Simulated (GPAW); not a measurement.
# O K-edge XANES of Ag2PdO2 (Immm)

What does one-electron theory with a core hole give for the O K edge of Ag2PdO2 (Immm)?

Program: GPAW 26.7.0. Level of theory: X-ray absorption from dipole matrix elements to empty bands, plane-wave PAW LDA. Results are calculated unless marked as measured.

## 1. The structure

Symmetry: Immm, No. 71, orthorhombic system. The conventional cell has a = 3.008 Å, b = 4.555 Å, c = 9.898 Å, α = 90.00°, β = 90.00°, γ = 90.00°. Nearest to Ag lie 4 O at 2.28 to 2.65 Å. Pd has 4 O at 2.03 Å nearest. O has 2 Pd at 2.03 Å and 4 Ag at 2.28 to 2.65 Å nearest. Farther neighbours and most contacts between anions are not listed.

Coordinates:

```cif
data_structure
_symmetry_space_group_name_H-M 'Immm'
_symmetry_Int_Tables_number 71
_cell_length_a 3.0080
_cell_length_b 4.5552
_cell_length_c 9.8977
_cell_angle_alpha 90.000
_cell_angle_beta 90.000
_cell_angle_gamma 90.000
_cell_volume 135.62
loop_
_atom_site_label
_atom_site_type_symbol
_atom_site_symmetry_multiplicity
_atom_site_Wyckoff_symbol
_atom_site_fract_x
_atom_site_fract_y
_atom_site_fract_z
_atom_site_occupancy
Ag1 Ag 4 i 0.00000 0.00000 0.64242 1
Pd1 Pd 2 a 0.00000 0.00000 0.00000 1
O1 O 4 j 0.00000 0.50000 0.63730 1
```

## 2. Ground state of the crystal

The ground state comes first: it tells whether the system has a gap, which decides how the excited electron is treated.

Input file scf.py:

```python
import numpy as np
from ase import Atoms
from ase.parallel import parprint, paropen
from gpaw import GPAW, PW, FermiDirac, Mixer, MixerDif, setup_paths
from gpaw.test import gen
setup_paths.insert(0, '.')
gen('O', name='nch1s', xcname='LDA', corehole=(1, 0, 0), write_xml=True)
from gpaw.mpi import world
world.barrier()

atoms = Atoms('Ag2PdO2',
    cell=[[-1.504015, 2.277615, 4.94885],
     [1.504015, -2.277615, 4.94885],
     [1.504015, 2.277615, -4.94885]],
    scaled_positions=[[0.64242, 0.64242, 0],
     [0.35758, 0.35758, 0],
     [0, 0, 0],
     [0.1373, 0.6373, 0.5],
     [0.8627, 0.3627, 0.5]],
    pbc=True)
atoms.calc = calc = GPAW(legacy_gpaw=True, mode=PW(500), xc='LDA', setups={3: 'nch1s'},
    kpts={'size': (10, 10, 10), 'gamma': True}, occupations=FermiDirac(0.05),
    charge=0, mixer=Mixer(0.1, 5, 50), maxiter=150,
    convergence={'density': 0.0001}, txt='scf.txt')
energy = atoms.get_potential_energy() + calc.get_reference_energy()
ef = calc.get_fermi_level()
out = dict(energy=energy, fermi=ef, forces=atoms.get_forces().tolist())
parprint(f'all-electron energy {energy:.4f} eV, Fermi level {ef:.4f} eV')
ev = np.array([[calc.get_eigenvalues(k, s) for k in range(len(calc.get_ibz_k_points()))] for s in range(calc.get_number_of_spins())])
out['homo'], out['lumo'], out['counts'] = ev[ev < ef].max(), ev[ev > ef].min(), sorted(set((ev < ef).sum((0, 2)).tolist()))
out['filled'] = (ev[:, 0] < ef).sum(1).tolist()
import json
with paropen('out.json', 'w') as f:
    json.dump(out, f)
```

Command:

```sh
OMP_NUM_THREADS=1 mpirun -n 4 gpaw python scf.py
```

Numbers of over 12 decimals in the logs are rounded to 6 here.

What it wrote:

```text
Input parameters:
  convergence: {density: 0.0001}
  kpts: {gamma: True,
         size: (10, 10, 10)}
  maxiter: 150
  mixer: {backend: pulay,
          beta: 0.1,
          method: separate,
          nmaxold: 5,
          weight: 50}
  mode: {ecut: 500.0,
         name: pw}
  occupations: {fixmagmom: False,
                name: fermi-dirac,
                width: 0.05}
  setups: {3: nch1s}

Initialize ...

[... PAW data sets ...]

Reference energy: -430082.958741  # eV

Spin-paired calculation

[... convergence settings ...]
Symmetries present (total): 4
  [... symmetry matrices ...]

1000 k-points: 10 x 10 x 10 Monkhorst-Pack grid + [1/20,1/20,1/20]
171 k-points in the irreducible part of the Brillouin zone
       k-points in crystal coordinates                weights
   0:     0.00000000    0.00000000    0.00000000          1/1000
   1:     0.10000000   -0.10000000   -0.10000000          2/1000
   2:     0.10000000   -0.10000000    0.00000000          4/1000
   3:     0.10000000   -0.10000000    0.10000000          2/1000
   4:     0.10000000    0.00000000   -0.10000000          4/1000
   5:     0.10000000    0.00000000    0.00000000          4/1000
   6:     0.10000000    0.10000000   -0.10000000          2/1000
   7:     0.20000000   -0.20000000   -0.20000000          2/1000
   8:     0.20000000   -0.20000000   -0.10000000          4/1000
   9:     0.20000000   -0.20000000    0.00000000          4/1000
          ...
 170:     0.50000000    0.50000000    0.50000000          1/1000

Wave functions: Plane wave expansion
  Cutoff energy: 500.000 eV
  Number of coefficients (min, max): 1696, 1742
  Pulay-stress correction: 0.000000 eV/Ang^3 (de/decut=0.000000)
  Using FFTW library
  Wavefunction extrapolation:
    Improved wavefunction reuse through dual PAW basis

Occupation numbers: Fermi-Dirac:
  width: 0.0500  # eV

Eigensolver
   Davidson(niter=2)

Densities:
  Coarse grid: 30*30*30 grid
  Fine grid: 60*60*60 grid
  Total Charge: 0.000000

Density mixing:
  Method: separate
  Backend: pulay
  Linear mixing parameter: 0.1
  old densities: 5
  Width of damping distribution: 1.1
  Damping of long wavelength oscillations: 50

[... Hamiltonian set-up ...]
Number of atoms: 5
Number of atomic orbitals: 44
Number of bands in calculation: 42
Number of valence electrons: 62
Bands to converge: occupied

... initialized

Initializing position-dependent things.

Density initialized from atomic densities
Creating initial wave functions:
  42 bands from LCAO basis set

       Ag

         O

       Ag

           O
       Pd

Atomic positions and initial magnetic moments

Positions:
   0 Ag    -0.000000   -0.000000    6.358480    ( 0.0000,  0.0000,  0.0000)
   1 Ag     0.000000   -0.000000    3.539220    ( 0.0000,  0.0000,  0.0000)
   2 Pd     0.000000    0.000000    0.000000    ( 0.0000,  0.0000,  0.0000)
   3 O      1.504015    0.000000    1.358954    ( 0.0000,  0.0000,  0.0000)
   4 O      0.000000    2.277615    3.589896    ( 0.0000,  0.0000,  0.0000)

Unit cell:
           periodic     x           y           z      points  spacing
  1. axis:    yes   -1.504015    2.277615    4.948850    30     0.1379
  2. axis:    yes    1.504015   -2.277615    4.948850    30     0.0959
  3. axis:    yes    1.504015    2.277615   -4.948850    30     0.0837

  Lengths:   5.651611   5.651611   5.651611
  Angles:  149.132798 132.467936  57.755303

Effective grid spacing dv^(1/3) = 0.1359

iter:   1   -32.238249
iter:   2   -26.635604   -1.06  -1.24
iter:   3   -25.280282   -1.36  -1.44
iter:   4   -25.087611   -2.18  -1.65
iter:   5   -24.996213   -2.40  -1.81
iter:   6   -24.941419   -2.47  -2.17
iter:   7   -24.932845   -3.47  -2.61
iter:   8   -24.927826c  -3.83  -2.75
iter:   9   -24.927345c  -4.74  -3.18
iter:  10   -24.927329c  -5.55  -3.30
iter:  11   -24.927245c  -5.54  -3.40
iter:  12   -24.927239c  -6.39  -3.81
iter:  13   -24.927233c  -6.60  -3.95
iter:  14   -24.927233c  -7.24  -4.39c
iter:  15   -24.927233c  -7.51c -4.50c

Converged after 15 iterations.

Dipole moment: (0.000000, -0.000000, -0.000000) |e|*Ang

Energy contributions relative to reference atoms: (reference = -430082.958741)

Kinetic:         +8.538882
Potential:      -13.821029
External:        +0.000000
XC:             -19.484881
Entropy (-ST):   -0.003843
Local:           -0.158284
SIC:             +0.000000
--------------------------
Free energy:    -24.929154
Extrapolated:   -24.927233

Showing only first 2 kpts
 Kpt  Band  Eigenvalues  Occupancy
  0    29      4.85729    2.00000
  0    30      5.89284    2.00000
  0    31      6.56737    1.85170
  0    32      8.54290    0.00000

  1    29      5.31881    2.00000
  1    30      5.56029    2.00000
  1    31      7.37377    0.00000
  1    32      7.96068    0.00000

Fermi level: 6.69360

No gap
No difference between direct/indirect transitions

Forces in eV/Ang:
  0 Ag    0.00000    0.00000   -0.16441
  1 Ag    0.00000    0.00000    0.16441
  2 Pd    0.00000    0.00000   -0.00000
  3 O     0.00000    0.00000    0.01654
  4 O     0.00000    0.00000   -0.01654
Scalar-relativistic atomic LDA calculation for O (Oxygen, Z=8)
Core hole in 1s state (1s occupation: 2.0)
300 radial gridpoints.
|------------------------------------------------|
|------------------------------------------------|
[... the atom generator's iteration count ...]

Energy contributions:
-------------------------
Kinetic:      +74.266897
XC:            -7.772280
Potential:   -141.018865
-------------------------
Total:        -74.524248

state      eigenvalue         ekin         rmax
-----------------------------------------------
1s^2.0 :   -18.772897    28.821965        0.130
2s^2.0 :    -0.872866     3.204810        0.874
2p^4.0 :    -0.337925     2.553337        0.813
-----------------------------------------------
(units: Bohr and Hartree)

Generating PAW setup
Kinetic energy of the core from tauc = 57.689706
Cutoffs:
rc(s)=1.300
rc(p)=1.130
rc(d)=1.170
rc(vbar)=1.300
rc(comp)=1.260
rc(nct)=1.300

Kinetic energy of the core states: 57.643930
Charge: 0.0
Core electrons: 2.0
Valence electrons: 6.0
Pseudo-core charge: 0.000776
Shape function alpha=6.299
Pseudo-electron charge 5.666261
state    eigenvalue         norm
--------------------------------
2s(2) :    -0.872866     1.079797
*s    :     0.127134
2p(4) :    -0.337925     0.876472
*p    :     0.662075
*d    :     0.000000
--------------------------------

Diagonalizing with gridspacing h=0.050

state   all-electron     PAW
-------------------------------
2s:      -0.872866    -0.873954
2p:      -0.337925    -0.341740
*d:                    0.050276
*f:                    0.077289
-------------------------------
all-electron energy -430107.8860 eV, Fermi level 6.6936 eV
```

Wall time 1.8 min (4 MPI ranks of Arm Neoverse V2, shared host); peak memory 0.3 GiB; 7.2 min of CPU time.

The mesh shows no gap, so the system is treated as a metal and the core electron is put at the Fermi level (neutral cell).

## 3. Reference energy of the supercell

The photon energy needs a difference of total energies, so the cell and mesh of the coming hole run are first run without a hole.

Changes to scf.py since step 2:

```diff
@@ -10,14 +10,34 @@
 
-atoms = Atoms('Ag2PdO2',
-    cell=[[-1.504015, 2.277615, 4.94885],
-     [1.504015, -2.277615, 4.94885],
-     [1.504015, 2.277615, -4.94885]],
-    scaled_positions=[[0.64242, 0.64242, 0],
-     [0.35758, 0.35758, 0],
+atoms = Atoms('Ag10Pd5O10',
+    cell=[[4.512045, -2.277615, -4.94885],
+     [-4.512045, 2.277615, -4.94885],
+     [6.01606, 4.55523, 0]],
+    scaled_positions=[[0.35758, 0.35758, 0],
+     [0.55758, 0.15758, 0.2],
+     [0.75758, 0.95758, 0.4],
+     [0.95758, 0.75758, 0.6],
+     [0.15758, 0.55758, 0.8],
+     [0.64242, 0.64242, 0],
+     [0.84242, 0.44242, 0.2],
+     [0.04242, 0.24242, 0.4],
+     [0.24242, 0.04242, 0.6],
+     [0.44242, 0.84242, 0.8],
      [0, 0, 0],
-     [0.1373, 0.6373, 0.5],
-     [0.8627, 0.3627, 0.5]],
+     [0.2, 0.8, 0.2],
+     [0.4, 0.6, 0.4],
+     [0.6, 0.4, 0.6],
+     [0.8, 0.2, 0.8],
+     [0.9627, 0.7627, 0.1],
+     [0.1627, 0.5627, 0.3],
+     [0.3627, 0.3627, 0.5],
+     [0.5627, 0.1627, 0.7],
+     [0.7627, 0.9627, 0.9],
+     [0.4373, 0.8373, 0.3],
+     [0.6373, 0.6373, 0.5],
+     [0.8373, 0.4373, 0.7],
+     [0.0373, 0.2373, 0.9],
+     [0.2373, 0.0373, 0.1]],
     pbc=True)
-atoms.calc = calc = GPAW(legacy_gpaw=True, mode=PW(500), xc='LDA', setups={3: 'nch1s'},
-    kpts={'size': (10, 10, 10), 'gamma': True}, occupations=FermiDirac(0.05),
+atoms.calc = calc = GPAW(legacy_gpaw=True, mode=PW(500), xc='LDA', setups={15: 'nch1s'},
+    kpts={'size': (3, 3, 3), 'gamma': True}, occupations=FermiDirac(0.1),
     charge=0, mixer=Mixer(0.1, 5, 50), maxiter=150,
```

What it wrote:

```text
Input parameters:
  convergence: {density: 0.0001}
  kpts: {gamma: True,
         size: (3, 3, 3)}
  maxiter: 150
  mixer: {backend: pulay,
          beta: 0.1,
          method: separate,
          nmaxold: 5,
          weight: 50}
  mode: {ecut: 500.0,
         name: pw}
  occupations: {fixmagmom: False,
                name: fermi-dirac,
                width: 0.1}
  setups: {15: nch1s}

Initialize ...

[...]
2s(2) :    -0.872866     1.079797
*s    :     0.127134
2p(4) :    -0.337925     0.876472
*p    :     0.662075
*d    :     0.000000
--------------------------------

Diagonalizing with gridspacing h=0.050

state   all-electron     PAW
-------------------------------
2s:      -0.872866    -0.873954
2p:      -0.337925    -0.341740
*d:                    0.050276
*f:                    0.077289
-------------------------------
all-electron energy -2150539.4335 eV, Fermi level 6.7255 eV
[key lines of the parts left out:]
Converged after 16 iterations.
Dipole moment: (-0.000000, -0.000000, 0.000000) |e|*Ang
Free energy:   -124.689007
Fermi level: 6.72545
```

Run time: 5 min. Hardware: 4 MPI ranks; peak memory 0.62 GiB.

Reference energy: -2150539.433 eV with the cores included.

[end of part 1 of 2]

[Banner, clock and machine lines of the logs are left out without a mark of their own.]

[Logs are printed without paths, hosts, clocks, repeated set-up lines and the standing remarks that a program may print on its own settings, such as how far it seeks lower states.]

[Hosts, paths, dates, database ids (printed as entryN), source tags and the programs' standing remarks are cut or masked in the printed files.]

[Lists of maxima count a maximum above −3 eV only where it reaches 4 % of the highest in the window and stands out from its surroundings by 2 % of it (1.5 % where it reaches 55 %); shoulders and weaker maxima are passed over, and of the rest the first, up to two pre-edge ones and the few strongest are named.]
